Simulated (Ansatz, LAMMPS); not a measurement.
# Glassy 32SiO2-46B2O3-11MgO-11CaO (mol %) (137 atoms): a short ab initio trajectory

Aim: follow glassy 32SiO2-46B2O3-11MgO-11CaO (mol %) (137 atoms) for a short time with forces from DFT, then look at structure and electrons in the last frame.

Program: Ansatz 0.2.0. Level of theory: Kohn-Sham DFT, PBE, PAW (set soft_2), plane waves. Results are calculated unless marked as measured.

**1. The starting structure**

The cell holds 137 atoms: 12 Si, 34 B, 4 Mg, 4 Ca and 83 O. Its edges and angles: a = 11.558 Å, b = 11.558 Å, c = 11.558 Å, α = 90.0°, β = 90.0°, γ = 90.0°. 137 atoms (12 Si, 34 B, 4 Mg, 4 Ca, 83 O) placed at random at 2.18 g/cm³, melted at 3000 K for 20 ps at fixed volume with the Buckingham and Coulomb pair potential of Guillot and Sator (Geochim. Cosmochim. Acta 71, 1249 (2007)) with the boron terms of Wang et al. (J. Non-Cryst. Solids 498, 294 (2018)). Quenched from 3000 K to 300 K at 10 K/ps and fixed volume, held 10 ps at zero pressure.

What the set-up can't give: The quench rate of 10 K/ps is orders of magnitude faster than experiment, which tends to freeze in extra defects. The starting topology of bonds comes from the classical model, and needn't be the one that DFT or experiment would give. Only the Γ point is sampled, in a cell whose shortest periodic width is 12 Å.

**2. Single point at the start**

The forces at the start show how far the geometry lies from a minimum of this functional.

input.yaml

```yaml
crystal:
  lattice:
    - [11.55833, 0.0, 0.0]
    - [0.0, 11.55833, 0.0]
    - [0.0, 0.0, 11.55833]
  atoms:
    - { symbol: Si, position: [0.97946, 0.15156, 0.69112] }
    - { symbol: Si, position: [0.0456, 0.79588, 0.26593] }
    - { symbol: Si, position: [0.59441, 0.12663, 0.6769] }
    - { symbol: Si, position: [0.97956, 0.59272, 0.8343] }
    [... 127 atom lines left out ...]
    - { symbol: O, position: [0.52854, 0.9246, 0.89124] }
    - { symbol: O, position: [0.93626, 0.29407, 0.10488] }
    - { symbol: O, position: [0.92285, 0.27845, 0.71963] }
    - { symbol: O, position: [0.4698, 0.37448, 0.52429] }
    - { symbol: O, position: [0.51318, 0.70413, 0.40697] }
    - { symbol: O, position: [0.00486, 0.71062, 0.7713] }
kpoints:
  mp_grid: { grid: [1, 1, 1] }
hamiltonian:
  xc: pbe
scf:
  occupations: { method: gaussian, width: 0.05 }
output:
  forces: true
```

Command:

```
$ ansatz run input.yaml --threads 4 --pin off --max-ram 8192MiB --backend cpu --events-out ev --progress --plain --runs-dir out
```

Run time: 18 s. Hardware: 4 threads of Arm Neoverse V2, shared host; peak memory 2.3 GiB; 68 s of CPU time.

Read from the output:

* free energy: -75111.5688 eV
* free energy per atom: -548.2596 eV/atom
* SCF cycles: 10
* r.m.s. force component: 1.165 eV/Å
* longest force: 5.029 eV/Å
* Fermi energy: 6.273 eV

The r.m.s. force component of 1.2 eV/Å sets the starting point.

Neighbours are counted within 1.83 Å (O-B), 2.12 Å (O-Si), 3.08 Å (O-Ca), 2.48 Å (O-Mg).

Length of the force by element and coordination:

```
element  coordination  atoms  mean length of the force (eV/Å)  spread  least   most
      B           all     34                             2.35    1.07  0.788   5.03
      B             3     27                             2.40    1.13  0.788   5.03
      B             4      7                             2.16   0.743   1.12   3.12
     Ca           all      4                            0.847   0.529  0.250   1.63
     Ca             6      1                            0.250       0  0.250  0.250
     Ca             8      3                             1.05   0.463  0.499   1.63
     Mg           all      4                            0.769   0.175  0.577   1.03
     Mg             4      1                            0.830       0  0.830  0.830
     Mg             5      1                            0.577       0  0.577  0.577
     Mg             6      2                            0.835   0.192  0.643   1.03
      O           all     83                             1.47   0.792  0.213   4.04
      O             2     44                             1.48   0.848  0.213   4.04
      O             3     36                             1.40   0.701  0.374   3.00
      O             4      3                             2.02   0.743   1.20   3.00
     Si           all     12                             2.55    1.16   1.20   4.88
```

**3. Dynamics started at 300 K**

A Nosé–Hoover thermostat steers the temperature while disturbing the dynamics little. The time step is 1.0 fs.

input.yaml: that of step 2 with these lines changed.

```diff
@@ -15 +15,8 @@
   forces: true
+md:
+  timestep: 1.0
+  n_steps: 158
+  ensemble: nvt_nose_hoover
+  temperature: 300
+  initial_velocities: maxwell_boltzmann
+  seed: 7220
```

It took 28 min on 4 threads; peak memory 2.5 GiB; 1.8 h of CPU time.

The program notes that it switched symmetry off.

Rows from the run:

```
time (fs)  T (K)  potential (meV/atom)  conserved (meV/atom)
      0.0    300                   0.0                  0.00
     11.0    445                 -18.9                 -0.07
     21.0    458                 -21.4                 -0.10
     32.0    529                 -32.2                 -0.15
     42.0    534                 -35.3                 -0.15
     53.0    511                 -35.6                 -0.18
     63.0    480                 -34.0                 -0.19
     74.0    458                 -33.2                 -0.17
     84.0    479                 -37.6                 -0.19
     95.0    417                 -31.6                 -0.13
    105.0    440                 -36.3                 -0.13
    116.0    452                 -40.3                 -0.15
    126.0    421                 -38.4                 -0.16
    137.0    443                 -43.7                 -0.16
    147.0    424                 -43.5                 -0.17
    158.0    437                 -47.7                 -0.19
```

Mean square displacement from the first frame to the last: Si 0.13 Å², B 0.17 Å², Mg 0.12 Å², Ca 0.10 Å², O 0.25 Å².

Mean square displacement against time lag:

```
time lag (fs)   B (Å²)  Ca (Å²)  Mg (Å²)   O (Å²)  Si (Å²)
          1.0   1.1e-4   2.7e-5   3.8e-5   7.1e-5   3.9e-5
          4.0  0.00166   4.3e-4   6.1e-4  0.00112   6.1e-4
          7.0  0.00469  0.00131  0.00184  0.00333  0.00181
         10.0  0.00853  0.00267  0.00370  0.00649  0.00351
         14.0   0.0137  0.00517  0.00704   0.0118  0.00627
         17.0   0.0170  0.00754   0.0101   0.0162  0.00850
         20.0   0.0198   0.0103   0.0135   0.0210   0.0108
         23.0   0.0223   0.0134   0.0172   0.0260   0.0129
         27.0   0.0254   0.0179   0.0224   0.0331   0.0157
         30.0   0.0278   0.0216   0.0263   0.0386   0.0177
         33.0   0.0300   0.0255   0.0301   0.0442   0.0197
         36.0   0.0320   0.0295   0.0338   0.0499   0.0217
         40.0   0.0344   0.0349   0.0385   0.0574   0.0244
         43.0   0.0363   0.0391   0.0417   0.0631   0.0265
         46.0   0.0385   0.0433   0.0447   0.0688   0.0286
         49.0   0.0413   0.0474   0.0475   0.0744   0.0307
         53.0   0.0460   0.0529   0.0507   0.0819   0.0336
         56.0   0.0499   0.0570   0.0528   0.0875   0.0357
         59.0   0.0540   0.0610   0.0545   0.0930   0.0378
         62.0   0.0581   0.0649   0.0560   0.0984   0.0399
         66.0   0.0632   0.0700   0.0574    0.106   0.0426
         69.0   0.0669   0.0737   0.0582    0.111   0.0445
         72.0   0.0703   0.0772   0.0588    0.116   0.0465
         75.0   0.0734   0.0806   0.0593    0.121   0.0483
         79.0   0.0770   0.0849   0.0600    0.128   0.0508
```

Over the second half of 158 fs the temperature averages 438 K with swings of 16 K r.m.s. The conserved energy stays within 0.20 meV/atom. From first frame to last O has the largest mean square displacement, 0.25 Å² at the end; the farthest move is 1.02 Å. The mean temperature of 438 K lies well off the 300 K of the input, so the thermostat hasn't yet brought the run to equilibrium. The run spans 0.16 ps, too short for its means to be equilibrium values.

**4. Distances and neighbours late in the run**

The g(r) is a mean over the second half; what follows it is taken at the last frame.

Bonds before and after, by the cutoffs listed below:

```
pair  bonds before  bonds after  mean before (Å)  mean after (Å)  spread before (Å)  spread after (Å)
 O-B           109          108            1.418           1.403              0.044             0.066
O-Si            48           48            1.640           1.633              0.034             0.037
O-Mg            22           23            2.125           2.157              0.163             0.179
```

Density 2.46 g/cm³, 11.27 Å³ an atom.

Mean of 15 frames. Pair distribution functions g(r), in bins of 0.2 Å:

```
r (Å)  total   O-O    O-B   O-Si  O-Ca  O-Mg   B-B
 1.20   0.08  0.00   0.26   0.00  0.00  0.00  0.00
 1.40   3.25  0.00  10.81   0.00  0.00  0.00  0.00
 1.60   1.38  0.00   0.90  10.46  0.00  0.00  0.00
 1.80   0.09  0.00   0.03   0.65  0.00  0.50  0.00
 2.00   0.17  0.00   0.02   0.00  0.03  4.74  0.00
 2.20   0.32  0.36   0.03   0.00  1.79  2.93  0.20
 2.40   1.41  3.24   0.05   0.00  3.29  1.03  0.68
 2.60   0.92  1.62   0.12   0.04  1.43  0.20  2.68
 2.80   0.95  1.19   0.34   0.15  1.22  0.06  0.88
 3.00   0.86  0.79   0.74   0.37  0.83  0.55  0.30
 3.20   0.92  0.85   1.10   0.83  0.67  1.04  0.45
 3.40   1.06  0.74   1.48   1.24  0.83  1.19  0.74
 3.60   1.14  0.70   1.75   1.71  0.82  1.04  0.69
 3.80   1.21  0.77   1.68   1.88  0.94  1.23  1.08
 4.00   1.10  0.96   1.23   1.39  0.99  1.25  1.20
 4.20   0.93  0.94   0.76   0.77  1.11  1.57  1.06
 4.40   0.99  1.12   0.68   0.81  1.54  1.18  1.17
 4.60   1.10  1.35   0.80   0.82  1.46  1.21  1.27
 4.80   0.99  1.25   0.81   0.72  0.94  0.63  1.29
 5.00   1.00  1.12   0.93   0.96  0.54  0.87  1.12
 5.20   0.97  0.96   1.00   1.02  0.84  0.79  0.92
 5.40   0.93  0.87   1.06   0.97  0.82  0.78  0.74
 5.60   0.97  0.85   1.14   1.07  0.97  0.67  0.87
```

Bonds by pair of elements; cutoffs follow the first minimum of g(r), held within bounds set by covalent radii, and pairs that aren't listed don't count as bonded:

```
pair A-B  cutoff (Å)  bonds  mean length (Å)  spread (Å)  shortest (Å)  B about A  A about B
     O-B        1.83    108             1.40       0.066          1.30       1.30       3.18
    O-Si        2.12     48             1.63       0.037          1.55      0.578          4
    O-Ca        2.83     24             2.44       0.166          2.16      0.289          6
    O-Mg        2.75     23             2.16       0.179          1.85      0.277       5.75
```

The cutoff for O-Ca falls short of the minimum of g(r), so counts run low and odd coordinations can be artefacts.

How many atoms have how many bonded neighbours:

```
element  mean   2   3   4  5  6  7
      B  3.18   0  28   6  0  0  0
     Ca     6   0   0   0  1  2  1
     Mg  5.75   0   0   0  1  3  0
      O  2.45  48  33   2  0  0  0
     Si     4   0   0  12  0  0  0
```

Bond angles (no mean is given where the spread exceeds 20°):

```
 angle  count  mean (°)  spread (°)
 O-B-O    120       117         7.3
O-Si-O     72       109         6.8
O-Ca-O     61         -           -
O-Mg-O     55         -           -
B-O-Si     45       141        11.1
```

Oxygen atoms by the number of network formers (Si, P, Ge, B, Al, As, Ga) bound to them:

```
network formers bound to O  O atoms  per cent
                         0        0         0
                         1       10        12
                         2       73        88
```

Network units: each former by its oxygen neighbours and how many of them bridge to another former:

```
former  O neighbours  bridging O  atoms
    Si             4           3      1
    Si             4           4     11
     B             3           2      8
     B             3           3     20
     B             4           3      1
     B             4           4      5
```

Bond length by coordination (bonds to H left out):

```
element  coordination  atoms  mean bond length (Å)
      B             3     28                  1.38
      B             4      6                  1.48
     Ca             5      1                  2.43
     Ca             6      2                  2.44
     Ca             7      1                  2.46
     Mg             5      1                  2.10
     Mg             6      3                  2.17
      O             2     48                  1.48
      O             3     33                  1.82
      O             4      2                  2.00
```

Rings of the network by King's shortest-path rule, up to 12 atoms, one path for each pair of neighbours; H, halogens, alkali and alkaline-earth atoms are left out, and the last column divides by all other atoms, bonded or not:

```
ring size (atoms)  rings  per network atom
               10      3             0.023
               12      9              0.07
```

For some of the pairs, g(r) has its first main peak near 2.4 Å (O-O), 1.4 Å (O-B), 1.6 Å (O-Si), 2.4 Å (O-Ca), 2.0 Å (O-Mg) and 2.6 Å (B-B). The O-B-O angle averages 117° with a spread of 7°. 88 % of the oxygens bridge two formers (Si and B) and 12 % are non-bridging. The commonest B unit has 3 oxygens, 3 of them shared with other formers (20 of 34 atoms). Rings of 12 atoms are the most common (75 % of those counted); sizes run from 10 to 12, where the search stops.

**5. Single point at the last frame**

The last frame is solved once more, with the analyses that the dynamics left out.

input.yaml

```yaml
crystal:
  lattice:
    - [11.55833, 0.0, 0.0]
    - [0.0, 11.55833, 0.0]
    - [0.0, 0.0, 11.55833]
  atoms:
    - { symbol: Si, position: [0.96658, 0.12203, 0.69537] }
    - { symbol: Si, position: [0.06835, 0.79931, 0.24263] }
    - { symbol: Si, position: [0.59678, 0.13539, 0.65928] }
    - { symbol: Si, position: [0.97048, 0.57154, 0.84371] }
    [... 127 atom lines left out ...]
    - { symbol: O, position: [0.53258, 0.93548, 0.91788] }
    - { symbol: O, position: [0.91766, 0.27675, 0.1141] }
    - { symbol: O, position: [0.9349, 0.26034, 0.71984] }
    - { symbol: O, position: [0.4443, 0.38197, 0.50644] }
    - { symbol: O, position: [0.49782, 0.7466, 0.41766] }
    - { symbol: O, position: [0.99922, 0.68264, 0.75615] }
kpoints:
  mp_grid: { grid: [1, 1, 1] }
hamiltonian:
  xc: pbe
scf:
  occupations: { method: gaussian, width: 0.05 }
output:
  forces: true
  stress: true
  populations: intrinsic
  dos:
    method: { smearing: { sigma: 0.1 } }
    de: 0.1
    projected: { site_lists: { B: [B], Ca: [Ca], Mg: [Mg], O: [O], Si: [Si] } }
  eigenvalues: true
  write_density: true
  write_potential: true
  volumetric_format: npy
  elf: true
```

The job ended after 31 s (4 threads; peak memory 2.4 GiB).

Numbers from this run:

```yaml
free_energy: -75118.1059 eV
free_energy_per_atom: -548.3073 eV/atom
scf_cycles: 9
pressure: 2.116 GPa
r_m_s_force_component: 0.9217 eV/Å
longest_force: 4.225 eV/Å
fermi_energy: 6.211 eV
spacing_of_highest_filled_and_lowest_empty_level: 3.934 eV
```

Length of the force by element:

```
element  coordination  atoms  mean length of the force (eV/Å)  spread  least  most
      B           all     34                             1.64   0.762  0.441  3.16
     Ca           all      4                            0.668   0.447  0.167  1.28
     Mg           all      4                             1.01   0.483  0.454  1.76
      O           all     83                             1.31   0.747  0.243  4.22
     Si           all     12                             1.75   0.675  0.787  3.27
```

Intrinsic-atomic-orbital charges by element:

```
element  coordination  atoms  mean charge (e)  spread  least    most
      B           all     34            0.599   0.047  0.494   0.656
     Ca           all      4             1.81  0.0106   1.80    1.82
     Mg           all      4             1.65  0.0138   1.63    1.67
      O           all     83           -0.663   0.143  -1.20  -0.418
     Si           all     12             1.73  0.0404   1.63    1.77
```

Density of states as counts of states in windows of 1 eV (from the Fermi level), total and the larger projections:

```
from (eV)  to (eV)  total   O p   B p
      -14      -13    1.2   0.8   0.0
      -13      -12   19.9  13.9   1.1
      -12      -11   24.2  16.9   2.2
      -11      -10   34.2  24.1   4.7
      -10       -9   42.6  30.2   7.4
       -9       -8   32.8  23.6   6.0
       -8       -7   42.5  31.6   6.8
       -7       -6   61.1  50.2   5.1
       -6       -5   78.9  70.7   2.7
       -5       -4   87.3  82.4   1.3
       -4       -3   57.9  55.4   0.9
       -3       -2   14.5  13.8   0.3
       -2       -1    0.9   0.8   0.0
       -1        1    0.0   0.0   0.0
        1        2    1.7   0.1   0.1
        2        3   13.2   1.8   6.9
        3        4   45.7   5.3  15.1
        4        5   49.0   5.7  12.8
```

Between -26 and -14 eV lie 190 more states.

The stored curve holds about 688 of the 728 electrons; the rest, give or take the few that broadening carries across the Fermi level, lie in deeper levels below its range.

The levels nearest the highest filled one (over half full), pooled over k-points and spins:

```
level less the highest filled one (eV)  occupation
                                -0.857           2
                                -0.746           2
                                -0.595           2
                                -0.532           2
                                -0.474           2
                                     0           2
                                  3.93           0
                                  4.48           0
                                  4.56           0
                                  4.63           0
                                  4.77           0
                                  4.79           0
```

Mean intrinsic-atomic-orbital charges: B +0.60, Ca +1.81, Mg +1.65, O -0.66, Si +1.73 e. The largest share in the top eV of filled states is O p (96 % of the projected weight), and in the lowest eV of empty states B p (58 % of the projected weight).

**6. Results**

```
mean temperature, second half                                : 437.9 K
temperature swing, second half                               : 16.42 K
slope of the conserved energy against time, by least squares : -0.5002 meV/atom/ps
free energy per atom                                         : -548.3073 eV/atom
pressure                                                     : 2.116 GPa
r.m.s. force component                                       : 0.9217 eV/Å
gap (highest filled to lowest empty level)             : 3.934 eV
wall time of the 3 DFT runs                                  : 29 min
```

**Reading.** Over the second half of 158 fs the temperature averages 438 K with swings of 16 K r.m.s. The conserved energy stays within 0.20 meV/atom. The mean temperature of 438 K lies well off the 300 K of the input, so the thermostat hasn't yet brought the run to equilibrium. The run spans 0.16 ps, too short for its means to be equilibrium values. 88 % of the oxygens bridge two formers (Si and B) and 12 % are non-bridging. Between filled and empty levels lie 3.93 eV (at Γ alone); a semilocal functional tends to put such gaps too low. In a disordered cell it changes from sample to sample, and tail or defect levels can set it.

**Limits.** The stress is far from hydrostatic: its diagonal is 4.3, 0.9, 1.2 GPa, compression counted positive. The pressure of 2.1 GPa is that of one thermal frame at a volume set beforehand, without the kinetic term.

[Logs are printed without paths, hosts, clocks, repeated set-up lines and the standing remarks that a program may print on its own settings, such as how far it seeks lower states.]

[Hosts, paths, dates, database ids (printed as entryN), source tags and the programs' standing remarks are cut or masked in the printed files.]
